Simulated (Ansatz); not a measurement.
# BeCu4Bi, from a guessed structure to a relaxed one, part 2 of 2

Starting from a made-up structure for BeCu4Bi, the aim is the relaxed cell, its shortest contacts and, where a second run follows, its electronic structure.

Ansatz 0.2.0; DFT, PBE, plane-wave PAW, files of the set soft_1, scalar-relativistic, ferromagnetic start, cell and ions relaxed at zero pressure; PAW set soft_1 (the session's first sound run).

So far: The starting structure; Relaxing cell and atoms. The relaxed cell has a = 5.102, c = 3.887 Å (conventional setting).

### Step 3. Bands of the relaxed cell

With the geometry fixed, one more self-consistent run, with a narrower smearing and the mesh shown in its input, gives the bands, and its pressure, and its forces where symmetry allows any, show how far the geometry depends on these settings.

This step: DFT, PBE, plane-wave PAW, files of the set soft_1, scalar-relativistic, no spin, bands and density of states at the relaxed cell; PAW set soft_1 (Ansatz 0.2.0).

input.yaml

```yaml
crystal:
  lattice:
    - [5.1022213346, 0.0, 0.0]
    - [-2.5511106673, 4.4186532915, 0.0]
    - [0.0, 0.0, 3.8870575187]
  atoms:
    - { symbol: Bi, position: [0.0, 0.0, 0.0] }
    - { symbol: Cu, position: [0.4949721162, 0.9899442325, 0.5] }
    - { symbol: Cu, position: [0.4949721162, 0.5050278838, 0.5] }
    - { symbol: Cu, position: [0.0100557675, 0.5050278838, 0.5] }
    - { symbol: Cu, position: [0.6666666667, 0.3333333333, 0.0] }
    - { symbol: Be, position: [0.3333333333, 0.6666666667, 0.0] }
kpoints:
  mp_grid: { grid: [8, 8, 8] }
  band_path:
    path:
      - [[0.0, 0.0, 0.0], [0.5, 0.0, 0.0], [0.33333333, 0.33333333, 0.0], [0.0, 0.0, 0.0], [0.0, 0.0, 0.5], [0.5, 0.0, 0.5], [0.33333333, 0.33333333, 0.5], [0.0, 0.0, 0.5]]
      - [[0.5, 0.0, 0.5], [0.5, 0.0, 0.0]]
      - [[0.33333333, 0.33333333, 0.0], [0.33333333, 0.33333333, 0.5]]
    npoints: 8
scf:
  occupations: { method: fermi_dirac, width: 0.03 }
  n_extra_bands: 10
hamiltonian:
  xc: pbe
  pseudopotentials: { kind: paw, azcp: { folder: soft_1 } }
output:
  forces: true
  stress: true
  write_bands: true
  dos: { projected: true }
  write_density: true
  write_potential: true
  elf: true
  volumetric_format: npy
```

Started as:

```sh
> ansatz run input.yaml --threads 4 --pin off --max-ram 10240MiB --backend cpu --events-out ev --progress --plain --runs-dir out
```

Numbers of over 12 decimals in the logs are rounded to 6 here.

The program printed:

```text
[...]
Crystal: 6 atoms, lattice volume = 87.634 Å³
Basis set: ecut = 420 eV, 1747 PW (Γ), exchange–correlation on 72×72×54 points (8 copies of the dense FFT grid, shifted against one another)
Bands: 57, of which v1, the nominal top of the filled ones, is band 47 counted from 1 (46 counted from 0)
Symmetry: 12 space group operations
[...]
k-points: 50 of 512 (time reversal used)
[...]
SCF iter   1: F=—  HF=-38995.708740 eV  |F-HF|=—  |Δ(HF+E_count)|=         —  Δρ=2.04e-1  dr2=2.50e1  ethr=3.10e-3  ⟨swp⟩=6.1  Hψ=10983  notcnv=0  defer=6
[...]
SCF iter  10: F=-38991.906115 eV  HF=-38991.906115 eV  |F-HF|=1.70e-8  |Δ(HF+E_count)|=   1.26e-7  Δρ=6.12e-6  dr2=3.55e-8  ethr=1.08e-10  ⟨swp⟩=12.0  Hψ=20991  notcnv=0
SCF 1 converged in 10 iterations: F = -38991.906115 eV  dr2 = 3.55e-8
[...]
NSCF: frozen V_eff on 75 k-points
SCF converged after 10 iterations
Free energy (F): -38991.906115 eV
[...]
Internal energy: -38991.900376 eV  (E = F + TS)
E sigma→0 (E₀):  -38991.903246 eV
Entropy (-TS):   -0.005739 eV (-0.956 meV/atom)
Fermi energy:    13.764898 eV
[...]
--- Forces (eV/Å), atoms counted from 1 ---
  atom   1  Bi     0.00000000     0.00000000     0.00000000
  atom   2  Cu     0.00000000    -0.01996248     0.00000000
  atom   3  Cu    -0.01728801     0.00998124     0.00000000
  atom   4  Cu     0.01728801     0.00998124     0.00000000
  atom   5  Cu    -0.00000000     0.00000000     0.00000000
  atom   6  Be     0.00000000    -0.00000000     0.00000000
  max |Σ_I F_I| component: 4.39e-17 eV/Å
--- Stress (GPa, compression-positive) ---
       -0.449212       0.000000       0.000000
        0.000000      -0.449212       0.000000
        0.000000       0.000000       0.627676
  P = ⅓ Tr σ = -0.0902 GPa (-0.902 kbar)
--- Band table (eV; the first three rows and the last of 50) ---
  k-point 0: bands = [... 43 lower, 12.2111, 12.2111, 12.5956, 12.6147, 14.4071, 14.4071, 17.7105, 17.9382, ... 6 higher]
  k-point 1: bands = [... 43 lower, 12.3362, 12.3601, 12.3601, 12.6743, 14.3741, 14.3741, 17.3760, 18.7088, ... 6 higher]
  k-point 2: bands = [... 43 lower, 12.1618, 12.7652, 12.8264, 12.8264, 14.2675, 14.2675, 16.3481, 18.2183, ... 6 higher]
  k-point 49: bands = [... 43 lower, 11.8077, 11.8902, 12.0997, 12.2337, 14.8637, 17.2575, 17.6293, 17.7659, ... 6 higher]
```

It took 13 s on 4 threads of Arm Neoverse V2, shared host; peak memory 0.64 GiB; 51 s of CPU time.

This step gave:

| Property | Result |
| --- | --- |
| free energy | -38991.9061 eV |
| energy at zero smearing | -38991.9032 eV |
| smearing term TS | 0.005739 eV |
| Fermi energy | 13.76 eV |
| pressure | -0.09025 GPa |

bands.tsv at the labelled points (eV, zero at the Fermi level; the bands that come nearest the Fermi level along the path):

| point | band 44 | band 45 | band 46 | band 47 | band 48 | band 49 | band 50 | band 51 |
| --- | --- | --- | --- | --- | --- | --- | --- | --- |
| Γ | -1.55 | -1.55 | -1.17 | -1.15 | 0.64 | 0.64 | 3.95 | 4.17 |
| M | -1.86 | -1.29 | 1.50 | 2.02 | 2.07 | 3.13 | 4.25 | 4.48 |
| K | -1.84 | 0.15 | 1.07 | 1.18 | 1.85 | 2.46 | 3.61 | 4.04 |
| Γ | -1.55 | -1.55 | -1.17 | -1.15 | 0.64 | 0.64 | 3.95 | 4.17 |
| A | -1.60 | -0.76 | 0.23 | 0.23 | 0.42 | 0.42 | 1.54 | 2.10 |
| L | -1.98 | -1.79 | -1.43 | -0.81 | -0.40 | 1.78 | 4.97 | 5.09 |
| H | -1.96 | -1.88 | -1.67 | -1.58 | 1.39 | 3.54 | 3.58 | 4.83 |
| A | -1.60 | -0.76 | 0.23 | 0.23 | 0.42 | 0.42 | 1.54 | 2.10 |
| L | -1.98 | -1.79 | -1.43 | -0.81 | -0.40 | 1.78 | 4.97 | 5.09 |
| M | -1.86 | -1.29 | 1.50 | 2.02 | 2.07 | 3.13 | 4.25 | 4.48 |
| K | -1.84 | 0.15 | 1.07 | 1.18 | 1.85 | 2.46 | 3.61 | 4.04 |
| H | -1.96 | -1.88 | -1.67 | -1.58 | 1.39 | 3.54 | 3.58 | 4.83 |

ELF in the ab plane at fractional z = 0.000, with atoms of Bi and Cu and Be within 0.2 Å of it. It is the smooth field of the valence electrons, not physical close to the nuclei.

Ten even steps from '0' (0.00) to '9' (0.65), each cell a mean:
```
24654455445631
56545555545643
55454225545666
44530004544555
45510025433333
45400155432223
46533554322223
45555543223223
44444332387223
45544322594223
56654322332234
55664322222356
22564322223464
32554344334552
```
Columns run along a (5.1 Å), rows up along b (5.1 Å). Atoms in or near the plane, at fractional coordinates: Bi at (0.00, 0.00), Cu at (0.67, 0.33), Be at (0.33, 0.67).

Valence density in the ab plane at fractional z = 0.000, with atoms of Bi and Cu and Be within 0.2 Å of it. It is the smooth field of the valence electrons, not physical close to the nuclei.

Values in e/Å³, 14 rows by 14 columns, each cell a mean:
```
 6  3  1  0  0  0  0  0  0  0  0  1  4  7
 3  1  0  0  0  0  0  0  0  0  0  1  3  4
 1  0  0  0  0  0  0  0  0  0  0  1  1  1
 0  0  0  0  0  0  0  0  0  0  0  0  0  0
 0  0  0  0  0  0  0  0  0  0  0  0  0  0
 0  0  0  0  0  0  0  0  0  0  0  0  0  0
 0  0  0  0  0  0  0  0  0  1  1  1  0  0
 0  0  0  0  0  0  0  0  1  6  9  3  1  0
 0  0  0  0  0  0  0  1 10 43 30  4  0  0
 0  0  0  0  0  0  0  2 23 49 18  2  0  0
 0  1  1  0  0  0  0  2 10 10  3  0  0  0
 2  3  2  1  0  0  0  1  1  1  0  0  0  1
 6  5  3  1  0  0  0  0  0  0  0  0  1  3
 8  6  2  0  0  0  0  0  0  0  0  1  3  6
```
Columns run along a (5.1 Å), rows up along b (5.1 Å). Atoms in or near the plane, at fractional coordinates: Bi at (0.00, 0.00), Cu at (0.67, 0.33), Be at (0.33, 0.67).

Electrostatic potential energy in the ab plane at fractional z = 0.000, with atoms of Bi and Cu and Be within 0.2 Å of it. With pseudopotentials it is smooth inside the atoms' cores, unlike the true potential.

Ten even steps from '0' (-47 eV) to '9' (15 eV), each cell a mean:
```
02699999998510
26899999998521
78998668998655
99974358999888
99852369999999
99854589999999
99877899986789
99999999621379
99999997200389
99999994001599
76789984115899
33479996579986
01369999999862
00379999999720
```
Columns run along a (5.1 Å; values clipped at the 3rd and 97th percentile), rows up along b (5.1 Å). Atoms in or near the plane, at fractional coordinates: Bi at (0.00, 0.00), Cu at (0.67, 0.33), Be at (0.33, 0.67).

### Step 4. Outcome

```yaml
space_group_relaxed: P-6m2
conventional_cell: a = 5.102, b = 5.102, c = 3.887 Å; α = 90.0°, β = 90.0°, γ = 120.0°
volume_per_atom: 14.61 Å³ (guess 14.33)
total_moment: 0.00 μB in the cell of 6 atoms
```

**Reading.** BeCu4Bi relaxes to P-6m2 with a = 5.102, b = 5.102 and c = 3.887 Å. The guessed volume was 2 % too small. The space group P-6m2 was held in the relaxation, so the end point is a stationary structure within it and may be a saddle against distortions or other arrangements. The moments died out from this one start and weren't seeded again at the relaxed cell. Bands cross the Fermi level, so it is a metal or semimetal at this level. The electron count is odd, which forces that without spin polarisation or a larger cell. On the 8×8×8 mesh with the narrower smearing (relaxed on 6×6×7) the largest force component is 0.020 eV/Å and the largest stress component is 0.628 GPa, against the relaxation's thresholds of 0.015 eV/Å and 0.05 GPa. The cutoff wasn't tested. Spin-orbit coupling is left out, which can matter for elements this heavy. No dispersion term is used, so weakly bound directions may come out too long. Nothing here tests whether the compound is stable against decomposition.

[Logs are printed without paths, hosts, clocks, repeated set-up lines and the standing remarks that a program may print on its own settings, such as how far it seeks lower states.]

[Hosts, paths, dates, database ids (printed as entryN), source tags and the programs' standing remarks are cut or masked in the printed files.]
